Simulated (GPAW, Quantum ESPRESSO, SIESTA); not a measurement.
# Birch–Murnaghan line for rocksalt HfN, QE, PBE

Calculated with Quantum ESPRESSO 7.5: PBE; plane waves, GBRV 1.5 ultrasoft, 50/300 Ry; k-mesh 12×12×12. The volume is changed in steps from typed lattice constants. V0 = 11.714 Å³ an atom is where a Birch–Murnaghan fit to this level's pressures, the withheld one apart, crosses zero; rows within 2.5 % of V0 are left out, since F is ill-conditioned there. The typed cell is scaled evenly, with no relaxation, and each row is a single point.

| volume (Å³/atom) | pressure (GPa) |
| --- | --- |
| 10.761 | ? |
| 10.995 | 19.51 |
| 11.229 | 12.45 |
| 12.165 | -9.338 |
| 12.399 | -13.48 |
| 12.633 | -17.19 |

Task: Fit the third-order Birch–Murnaghan equation to the rows given and extrapolate to the withheld row.

**Working.**

Take the Eulerian strain f = ½[(V0/V)^(2/3) − 1] and the normalised pressure F = P / [3f(1 + 2f)^(5/2)]. The third-order Birch–Murnaghan equation is then the line F = B0 + (3/2)B0(B′ − 4) f, so u = f and v = F.

| u = f | v = F (GPa) |
| --- | --- |
| 0.0215669 | 271.331 |
| 0.0142955 | 270.546 |
| -0.0124355 | 266.572 |
| -0.0185893 | 265.730 |
| -0.0245526 | 264.683 |

With n = 5: mean u = -0.00394300, mean v = 267.772, Σ(u − ū)² = 0.0016948, Σ(u − ū)(v − v̄) = 0.24513. Slope b = 0.24513 / 0.0016948 = 144.64; intercept a = v̄ − b ū = 268.34.

So B0 = 268.3 GPa and B′ = 4 + 2b/(3a) = 4.36. At the withheld volume f = 0.02910, F = 272.6 GPa, and P = 3f(1 + 2f)^(5/2) F.

Prediction at 10.761: 27.41 GPa. The run gave 27.36 GPa, so the fit is high by 0.049 GPa (0.18 % of the value).

A fit to this level's energies over the whole scan gives V0 = 11.724 Å³, B0 = 267.1 GPa and B′ = 4.42. Among the rows given, the largest miss of the fit is at 10.995, by 0.0094 GPa (0.021 % of the range of the table).

Limits: The nuclei are static. The DFT runs use Fermi–Dirac occupations of width 0.1 eV, and energies are free energies.

[Hosts, paths, dates, database ids (printed as entryN), source tags and the programs' standing remarks are cut or masked in the printed files.]
